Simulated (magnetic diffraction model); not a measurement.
## Tb2FeSiSn below its ordering temperature

Space group C2/m (no. 12), a = 11.0010 Å, b = 4.3570 Å, c = 10.3150 Å, β = 118.32°.

| site | atom | x | y | z |
| --- | --- | --- | --- | --- |
| 4i | Tb | 0.3088 | 1/2 | 0.8941 |
| 4i | Tb | 0.0097 | 0 | 0.6792 |
| 4i | Sn | 0.0048 | 1/2 | 0.8821 |
| 4i | Fe | 0.7339 | 0 | 0.3718 |
| 4i | Si | 0.1429 | 1/2 | 0.5625 |

The compound is invented for this exercise: a known structure type with other elements, its cell scaled to their sizes and not relaxed.

Only Tb is taken to order (form factors of Tb3+); orders and moment sizes are assumed, and not adapted to the symmetry. Radiation: neutrons of λ = 2.52 Å, 3° to 60°; isotropic B of 0.51 Å² (Tb), 0.49 Å² (Sn), 0.69 Å² (Fe) and 0.68 Å² (Si). Simulated constant-wavelength pattern: nuclear and magnetic terms add, the magnetic one as |2.695 fm × Σ f S⊥ exp(2πi Q·r) exp(−B s²)|², summed over all Q at one angle with the factor 1/(sin²θ cos θ). For collinear order S is the moment m, which repeats by lattice and centring translations R with the sign exp(−2πi k·R). Free-ion form factors, Sears's scattering lengths of 1992, no absorption; a label names one of the reflections at its angle. The strongest nuclear line in the range is 100, and lines under 0.2 are left out.

Above the ordering temperature:

```tsv
2θ (°)	index	I
15.95	(0 0 1)	11.9
26.55	(2 0 -1)	17.1
30.17	(2 0 0)	1.5
37.38	(1 1 -1)	8.1
40.75	(2 0 1)	1.3
43.44	(1 1 1)	0.4
44.49	(1 1 -2)	21.3
49.20	(0 0 3)	4.8
53.68	(3 1 -1)	47.7
54.58	(3 1 -2)	60.6
54.67	(4 0 -2)	13.9
54.81	(1 1 2)	100.0
55.01	(2 0 2)	16.1
56.16	(4 0 -1)	9.5
56.28	(1 1 -3)	40.5
58.13	(3 1 0)	0.2
58.48	(4 0 -3)	1.0
58.50	(2 0 -4)	14.9
```

Below it (cell unchanged):

```tsv
2θ (°)	I
15.95	506.9
26.55	19.4
30.17	90.0
32.05	32.5
32.23	58.5
36.98	36.4
37.38	167.3
40.75	14.9
43.44	0.9
43.65	0.3
44.49	182.3
49.20	64.1
53.68	51.1
54.58	61.2
54.67	14.8
54.81	100.9
55.01	16.4
56.16	9.5
56.28	43.9
58.13	78.2
58.48	20.1
58.50	43.2
```

**Question.** Find the propagation vector, then choose among these models:
A. collinear moments along [110], 6.3 μB on Tb; signs + at (0.3088, 1/2, 0.8941), + at (0.6912, 1/2, 0.1059), − at (0.0097, 0, 0.6792), − at (0.9903, 0, 0.3208)
B. collinear moments along [110], 6.3 μB on Tb; signs + at (0.3088, 1/2, 0.8941), + at (0.6912, 1/2, 0.1059), + at (0.0097, 0, 0.6792), + at (0.9903, 0, 0.3208)
C. collinear moments along [100], 6.3 μB on Tb; signs + at (0.3088, 1/2, 0.8941), + at (0.6912, 1/2, 0.1059), + at (0.0097, 0, 0.6792), + at (0.9903, 0, 0.3208)
D. collinear moments along [100], 6.3 μB on Tb; signs + at (0.3088, 1/2, 0.8941), + at (0.6912, 1/2, 0.1059), − at (0.0097, 0, 0.6792), − at (0.9903, 0, 0.3208)

No line moves, and magnetic intensity falls on nuclear lines such as the one at 15.95°; new lines at (0 0 2) and (1 1 0) have whole indices that obey the lattice centring, at places with no nuclear intensity to speak of, so the magnetic cell equals the chemical primitive cell: k = 0.

Magnetic intensity, observed (below minus above) and for each model:

| 2θ (°) | index | observed | A | B | C | D |
| --- | --- | --- | --- | --- | --- | --- |
| 15.95 | (0 0 1) | 495.0 | 495.0 | 42.4 | 42.4 | 495.0 |
| 30.17 | (2 0 0) | 88.5 | 88.5 | 1.9 | 1.3 | 60.4 |
| 36.98 | (1 1 0) | 36.4 | 36.4 | 165.6 | 186.0 | 40.9 |
| 37.38 | (1 1 -1) | 159.2 | 159.2 | 12.4 | 13.9 | 178.2 |
| 43.65 | (2 0 -3) | 0.1 | 0.1 | 99.0 | 91.4 | 0.1 |
| 44.49 | (1 1 -2) | 161.0 | 161.0 | 11.0 | 11.8 | 173.7 |
| 54.81 | (1 1 2) | 0.9 | 0.9 | 97.0 | 101.9 | 0.9 |
| 56.28 | (1 1 -3) | 3.3 | 3.3 | 116.7 | 122.2 | 3.5 |

Model A matches.

The structure used: k = (0 0 0), collinear moments along [110], 6.3 μB on Tb; signs + at (0.3088, 1/2, 0.8941), + at (0.6912, 1/2, 0.1059), − at (0.0097, 0, 0.6792), − at (0.9903, 0, 0.3208).

[Logs are printed without paths, hosts, clocks, repeated set-up lines and the standing remarks that a program may print on its own settings, such as how far it seeks lower states.]
